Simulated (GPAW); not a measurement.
# PbO (Litharge): optical spectrum from first principles

Wanted: where PbO (Litharge) starts to absorb, how strongly, and its refractive index. The cell comes from an older database entry, whose edges can differ from later determinations, mostly by under a per cent.

Calculated with GPAW 26.7.0; DFT, PBE, plane-wave PAW (GPAW data sets), scalar-relativistic, RPA, optical limit.

The database entry behind the starting cell differs from later determinations by our own check (an axis about 0.4 % long against later determinations), so it need not match the best structure at ambient conditions.

## 1. The structure

Symmetry: P4/nmm, No. 129, tetragonal system. The conventional cell has a = 3.990 Å, b = 3.990 Å, c = 5.010 Å, α = 90.00°, β = 90.00°, γ = 90.00°. Nearest to Pb lie 4 O at 2.33 Å. Nearest to O lie 4 Pb at 2.33 Å. Farther neighbours and most contacts between anions are not listed.

As a file:

```cif
data_structure
_symmetry_space_group_name_H-M 'P 1'
_symmetry_Int_Tables_number 1
_cell_length_a 3.9900
_cell_length_b 3.9900
_cell_length_c 5.0100
_cell_angle_alpha 90.000
_cell_angle_beta 90.000
_cell_angle_gamma 90.000
_cell_volume 79.76
loop_
_atom_site_label
_atom_site_type_symbol
_atom_site_fract_x
_atom_site_fract_y
_atom_site_fract_z
_atom_site_occupancy
Pb1 Pb 0.50000 0.00000 0.76000 1
Pb2 Pb 0.00000 0.50000 0.24000 1
O3 O 0.50000 0.50000 0.00000 1
O4 O 0.00000 0.00000 0.00000 1
```

## 2. Ground state

First the ground state: is it a metal or has it a gap?

This step: DFT, PBE, plane-wave PAW (GPAW data sets), scalar-relativistic, ground state (GPAW 26.7.0).

File gs.py:

```python
from ase import Atoms
from ase.dft.bandgap import bandgap
from gpaw import GPAW, PW, FermiDirac

atoms = Atoms(['Pb', 'Pb', 'O', 'O'],
              cell=[[3.990000000000, 0.000000000000, 0.000000000000],
                    [0.000000000000, 3.990000000000, 0.000000000000],
                    [0.000000000000, 0.000000000000, 5.010000000000]],
              scaled_positions=[[0.500000000000, 0.000000000000, 0.760000000000],
                                [0.000000000000, 0.500000000000, 0.240000000000],
                                [0.500000000000, 0.500000000000, 0.000000000000],
                                [0.000000000000, 0.000000000000, 0.000000000000]],
              pbc=[True, True, True])
atoms.calc = GPAW(mode=PW(500), xc='PBE', kpts={'size': (6, 6, 5), 'gamma': True},
                  occupations=FermiDirac(0.05), maxiter=150, txt='gs.txt')
print('energy (eV)', atoms.get_potential_energy())
print('Fermi level (eV)', atoms.calc.get_fermi_level())
print('valence electrons', atoms.calc.get_number_of_electrons())
print('gap (eV)', bandgap(atoms.calc, output=None)[0])
print('direct gap (eV)', bandgap(atoms.calc, direct=True, output=None)[0])
atoms.calc.write('gs.gpw')
```

Started as:

```console
OMP_NUM_THREADS=1 python gs.py
```

Numbers of over 12 decimals in the logs are rounded to 6 here.

The program printed:

```text
__  _  _
 | _ |_)|_||  |
 |__||  | ||/\| - 26.7.0

Versions:
  Python: 3.12.14
  ASE:    3.29.0
  Numpy:  2.5.5
  Scipy:  1.18.1
  Libxc:  7.0.0

Input parameters:
  mode=PW(ecut=500.0),
  kpts=MonkhorstPack(size=(6, 6, 5), gamma=True),
  maxiter=150,
  occupations=Occupations(name='fermi-dirac', width=0.05, fixmagmom=False),
  xc=XC(name='PBE')

Diagonalizing LCAO Hamiltonian
Converting LCAO to pw mode
   .---------.
  /|         |
 * |         |
 | |  Pb     |
 | |         |
 | |         |
 |Pb---------.
 |/    O    /
 O---------*

Atoms  # Å, Bohr magnetons
|   | symbol |        x |        y |        z |    initial magnetic moments |
| 0 |     Pb | 1.995000 | 0.000000 | 3.807600 | ( 0.0000,  0.0000,  0.0000) |
| 1 |     Pb | 0.000000 | 1.995000 | 1.202400 | ( 0.0000,  0.0000,  0.0000) |
| 2 |      O | 1.995000 | 1.995000 | 0.000000 | ( 0.0000,  0.0000,  0.0000) |
| 3 |      O | 0.000000 | 0.000000 | 0.000000 | ( 0.0000,  0.0000,  0.0000) |

Unit cell  # Å
| periodic |        x |        y |        z |  lengths |    angles |
|      yes | 3.990000 | 0.000000 | 0.000000 | 3.990000 | 90.000000 |
|      yes | 0.000000 | 3.990000 | 0.000000 | 3.990000 | 90.000000 |
|      yes | 0.000000 | 0.000000 | 5.010000 | 5.010000 | 90.000000 |

Number of symmetries: 8
Symmetry operations  # r_c * U_cc + t_c -> r_c
|   | kind |            matrix            |
| 0 |  E   |  1, 0, 0,  0, 1, 0,  0, 0, 1 |
| 1 |  σ   |  1, 0, 0,  0,-1, 0,  0, 0, 1 |
| 2 |  C2  |  0, 1, 0,  1, 0, 0,  0, 0,-1 |
| 3 |  S4  |  0, 1, 0, -1, 0, 0,  0, 0,-1 |
| 4 |  S4  |  0,-1, 0,  1, 0, 0,  0, 0,-1 |
| 5 |  C2  |  0,-1, 0, -1, 0, 0,  0, 0,-1 |
| 6 |  σ   | -1, 0, 0,  0, 1, 0,  0, 0, 1 |
| 7 |  C2  | -1, 0, 0,  0,-1, 0,  0, 0, 1 |

BZ-sampling:
  Number of BZ points: 180
  Number of IBZ points: 30

  Monkhorst-Pack size: [6, 6, 5]
  Monkhorst-Pack shift: [0.083333, 0.083333, 0.0]

K-points  # in reciprocal-cell coordinates
|     |                                coordinates |     weight |
|   0 | (  0.00000000,   0.00000000,   0.00000000) | 0.00555556 |
|   1 | (  0.00000000,   0.00000000,   0.20000000) | 0.01111111 |
|   2 | (  0.00000000,   0.00000000,   0.40000000) | 0.01111111 |
|   3 | (  0.16666667,   0.00000000,   0.00000000) | 0.02222222 |
|   4 | (  0.16666667,   0.00000000,   0.20000000) | 0.04444444 |
|   5 | (  0.16666667,   0.00000000,   0.40000000) | 0.04444444 |
|   6 | (  0.16666667,   0.16666667,   0.00000000) | 0.02222222 |
|   7 | (  0.16666667,   0.16666667,   0.20000000) | 0.04444444 |
|   8 | (  0.16666667,   0.16666667,   0.40000000) | 0.04444444 |
|   9 | (  0.33333333,   0.00000000,   0.00000000) | 0.02222222 |
| ... |                                            |            |
|  29 | (  0.50000000,   0.50000000,   0.40000000) | 0.01111111 |

Plane wave coefficients: 2051
Cutoff: 500.0 eV

Spin-components: 1 (collinear spins)
Bands:           26
Projectors:      22
Spin-degeneracy: 2
Datatype:        complex128

Parallelization:
  kpt:    1
  domain: 1
  band:   1

Density:
  Valence electrons: 40.0
  Components: 1
  Grid points: [21 21 27]
  Charge: 0.0  # |e|

Potential:
  Grid points: [21 21 27]

species:
  Pb:
    name:    Lead
    id:
    Z:       82.0
    valence: 14
    core:    68
    charge:  0.0  # [|e|]
    compensation charges:
      type: gauss
      rc: 0.38  # [Å]
      lmax: 2
    cutoffs:
      filter: 2.36  # [Å]
      core: 2.43  # [Å]
    projectors
    | kind |    occ | energy [eV] | rcut [Å] |
    |   6s |  2.000 |     -11.969 |    1.259 |
    |   6p |  2.000 |      -3.506 |    1.275 |
    |   5d | 10.000 |     -21.211 |    1.217 |
    |    s |        |      15.243 |    1.259 |
    |    p |        |      23.705 |    1.275 |
    |    d |        |       6.001 |    1.217 |

    Using partial waves for Pb as LCAO basis

  O:
    name:    Oxygen
    id:
    Z:       8.0
    valence: 6
    core:    2
    charge:  0.0  # [|e|]
    compensation charges:
      type: gauss
      rc: 0.21  # [Å]
      lmax: 2
    cutoffs:
      filter: 1.17  # [Å]
      core: 0.83  # [Å]
    projectors
    | kind |    occ | energy [eV] | rcut [Å] |
    |   2s |  2.000 |     -23.961 |    0.688 |
    |   2p |  4.000 |      -9.029 |    0.598 |
    |    s |        |       3.251 |    0.688 |
    |    p |        |      18.182 |    0.598 |
    |    d |        |       0.000 |    0.619 |

    Using partial waves for O as LCAO basis

Reference energy: -1138630.631331  # eV

eigensolver:
  PPCG
  Converge bands: occupied
  niter=2

density mixing:
  MSR1-Mixer
  Pratt-step length: 0.05
  Maximum mixing coefficient: 0.75
  Old densities: 10
  SVD Regularization: 0.005
  Good broyden scale: 1.0
  Trust region scale: 1.0
  Backstep threshold: 4.0
  History deletion threshold: 6.0
  Fourier metric: weight=20.0, sigma=0.015

occupation numbers:
  Fermi-Dirac:
    width: 0.0500  # eV

poisson solver:
  ecut: 4000.0  # eV

xc functional:
  name: PBE with 2 nearest neighbor stencil

convergence criteria:
- Maximum [total energy] change in last 3 cyles: 0.0005 eV / valence electron
- Maximum integral of absolute [dens]ity change: 0.0001 electrons / valence electron
- Maximum integral of absolute [eigenst]ate change: 4e-08 eV^2 / valence electron
maximum number of iterations: 150

SCF iterations
|iter     |      energy | eigst |  dens |
|iter:   1||  -25.445842 | +0.15 |       |
|iter:   2||  -24.144186 | -1.00 | -0.97 |
|iter:   3||  -21.601736 | -0.37 | -1.04 |
|iter:   4||  -21.574878 | -2.44 | -1.51 |
|iter:   5||  -21.571349 | -2.45 | -1.71 |
|iter:   6||  -21.571865c| -3.63 | -2.57 |
|iter:   7||  -21.572109c| -4.88 | -2.99 |
|iter:   8||  -21.572121c| -5.36 | -3.58 |
|iter:   9||  -21.572115c| -6.06 | -3.91 |
|iter:  10||  -21.572116c| -7.38 | -4.45c|
|iter:  11||  -21.572116c| -7.55c| -4.82c|

Converged in 11 steps
SCF loop duration: 24.094 s (2.190 s/step)
Energy contributions relative to reference atoms: (reference = -1138630.631331)

Energy contributions:
  Kinetic:          38.522839
  Coulomb:         -36.636523
  Zero:             -0.156787
  External:          0.000000
  Xc:              -23.301644
  Entropy:          -0.000000
  Spinorbit:         0.000000
  ----------------------------
  Free energy:     -21.572116
  Extrapolated:    -21.572116

dipole moment: (-27.979117, -27.979117, -28.253816)  # |e|*Ang

Fermi level: 6.213
Eigenvalues  # (at kpt = [0.000, 0.000, 0.000])
| band index |      eig [eV] | occ [0-2] |
|          0 |       -12.694 |     2.000 |
|        ... |               |           |
|         12 |        -1.458 |     2.000 |
|         13 |        -1.075 |     2.000 |
|         14 |         1.421 |     2.000 |
|         15 |         1.421 |     2.000 |
|         16 |         3.943 |     2.000 |
|         17 |         4.009 |     2.000 |
|         18 |         4.009 |     2.000 |
|         19 |         5.633 |     2.000 |
|         20 |         8.019 |     0.000 |
|         21 |        11.150 |     0.000 |
|         22 |        11.150 |     0.000 |
|         23 |        11.181 |     0.000 |
|         24 |        12.206 |     0.000 |
|         25 |        12.206 |     0.000 |

Gap: 1.127 eV
Transition (v -> c):
  (s=0, k=0, n=19, [0.00, 0.00, 0.00]) -> (s=0, k=27, n=20, [0.50, 0.50, 0.00])
Direct/indirect transitions are different
Direct gap: 2.117 eV
Transition at: (s=0, k=27, n=19, [0.50, 0.50, 0.00])

--- standard output ---
energy (eV) -21.572116
Fermi level (eV) 6.212546
valence electrons 40.0
gap (eV) 1.126855
direct gap (eV) 2.116901
```

It took 26 s on 1 thread of Arm Neoverse V2, shared host; peak memory 0.18 GiB.

This step gave:

```
energy                 : -21.57 eV
Fermi energy           : 6.213 eV
gap on the k-mesh      : 1.127 eV
direct gap on the mesh : 2.117 eV
electrons              : 40
```

There is a gap, 1.13 eV on this mesh (points off the mesh can give less), so no carriers' term is needed.

## 3. Bands for the response

At the fixed density, many empty bands are solved on the mesh of the response, since the spectrum sums over them.

This step: DFT, PBE, plane-wave PAW (GPAW data sets), scalar-relativistic, bands at fixed density (GPAW 26.7.0).

File nscf.py:

```python
from ase.dft.bandgap import bandgap
from gpaw import GPAW, FermiDirac

calc = GPAW('gs.gpw').fixed_density(kpts={'size': (8, 8, 6), 'gamma': True}, nbands=65, convergence={'bands': 59},
                                    occupations=FermiDirac(0.001), txt='nscf.txt')
print('gap (eV)', bandgap(calc, output=None)[0])
print('direct gap (eV)', bandgap(calc, direct=True, output=None)[0])
print('top band over the Fermi level (eV)', min(calc.get_eigenvalues(kpt=k)[58] for k in range(len(calc.get_ibz_k_points()))) - calc.get_fermi_level())
calc.write('full.gpw', mode='all')
```

Started as:

```console
OMP_NUM_THREADS=1 python nscf.py
```

The program printed:

```text
Diagonalizing LCAO Hamiltonian
Converting LCAO to pw mode
convergence criteria:
- Maximum integral of absolute [eigenst]ate change: 4e-08 eV^2 / valence electron
maximum number of iterations: 150

SCF iterations
|iter     |      energy | eigst |  dens |
|iter:   1||             | +3.48 |       |
|iter:   2||             | +2.25 |       |
|iter:   3||             | +1.20 |       |
|iter:   4||             | +0.11 |       |
|iter:   5||             | -0.64 |       |
|iter:   6||             | -1.47 |       |
|iter:   7||             | -2.20 |       |
|iter:   8||             | -3.04 |       |
|iter:   9||             | -3.76 |       |
|iter:  10||             | -4.55 |       |
|iter:  11||             | -5.24 |       |
|iter:  12||             | -5.91 |       |
|iter:  13||             | -6.56 |       |
|iter:  14||             | -7.12 |       |
|iter:  15||             | -7.55c|       |
SCF steps: 15
  __  _  _
 | _ |_)|_||  |
 |__||  | ||/\| - 26.7.0

Versions:
  Python: 3.12.14
  ASE:    3.29.0
  Numpy:  2.5.5
  Scipy:  1.18.1
  Libxc:  7.0.0

Input parameters:
  mode=PW(ecut=500.0),
  convergence={'bands': 59},
  gpts=array([21, 21, 27]),
  kpts=MonkhorstPack(size=(8, 8, 6), gamma=True),
  maxiter=150,
  nbands=65,
  occupations=Occupations(name='fermi-dirac', width=0.001, fixmagmom=False),
  parallel={},
  xc=XC(name='PBE')

--- standard output ---
gap (eV) 1.125716
direct gap (eV) 2.116901
top band over the Fermi level (eV) 28.775790
```

Wall time 2.8 min (1 thread); peak memory 0.31 GiB.

This step gave:

| Quantity | Value |
| --- | --- |
| gap on the k-mesh | 1.126 eV |

[end of part 1 of 2]

[Machine, clock and banner lines and Python warnings are left out of the logs.]

[Logs are printed without paths, hosts, clocks, repeated set-up lines and the standing remarks that a program may print on its own settings, such as how far it seeks lower states.]

[Hosts, paths, dates, database ids (printed as entryN), source tags and the programs' standing remarks are cut or masked in the printed files.]
